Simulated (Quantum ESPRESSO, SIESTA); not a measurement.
# Deformation of the band gap of diamond Si under volume change, QE, PBEsol

Calculated with Quantum ESPRESSO 7.5: PBEsol; plane waves, GBRV 1.5 ultrasoft, 45/270 Ry; k-mesh 7×7×7. The volume is changed from typed lattice constants. The typed cell is scaled evenly, with no relaxation, and each row is a single point. The gap is that between the highest filled and lowest empty Kohn-Sham level on the mesh.

| volume change (%) | gap on the mesh (eV) |
| --- | --- |
| -8 | 0.3454 |
| -6 | 0.3877 |
| -4 | 0.4277 |
| -2 | 0.4654 |
| 0 | 0.5012 |
| +2 | 0.5349 |
| +4 | ? |
| +6 | 0.597 |
| +8 | 0.6255 |

Task: Fit a second-order form in the logarithmic strain to the rows given and interpolate to the withheld row.

**Working.**

With u = ln[(1 + ε)/(1 + ε0)], counted from the row at ε0 = +0 % where y0 = 0.5012, a second-order form y = y0 + a u + b u² makes v = (y − y0)/u a line in u.

| u | v |
| --- | --- |
| -0.0833816 | 1.86852 |
| -0.0618754 | 1.83433 |
| -0.0408220 | 1.80050 |
| -0.0202027 | 1.77204 |
| 0.0198026 | 1.70179 |
| 0.0582689 | 1.64410 |
| 0.0769610 | 1.61510 |

With n = 7: mean u = -0.00732131, mean v = 1.74806, Σ(u − ū)² = 0.022191, Σ(u − ū)(v − v̄) = -0.035214. Slope b = -0.035214 / 0.022191 = -1.5869; intercept a = v̄ − b ū = 1.7364.

At the withheld row u = 0.03922, v = a + b u = 1.674, and y = y0 + u v.

Prediction at +4: 0.5669 eV. The run gave 0.5668 eV, so the fit is high by 6.3e-5 eV (0.011 % of the value).

The first-order term, +1.74 eV per unit of ln V, is the slope of the fitted parabola at ε0; it is a deformation potential only where one valley holds the gap over the whole range, and a kink or a flat stretch in the table makes it differ from the local slope. The second-order term makes up 3.7 % of v at the withheld row. Among the rows given, the largest miss of the fit is at -2, by 7.2e-5 eV (0.026 % of the range of the table).

Limits: The nuclei are static. The DFT runs use Fermi–Dirac occupations of width 0.01 eV, and energies are free energies. The mesh holds the band edges only if they lie on it, and semilocal functionals put gaps under measured ones.

[Hosts, paths, dates, database ids (printed as entryN), source tags and the programs' standing remarks are cut or masked in the printed files.]
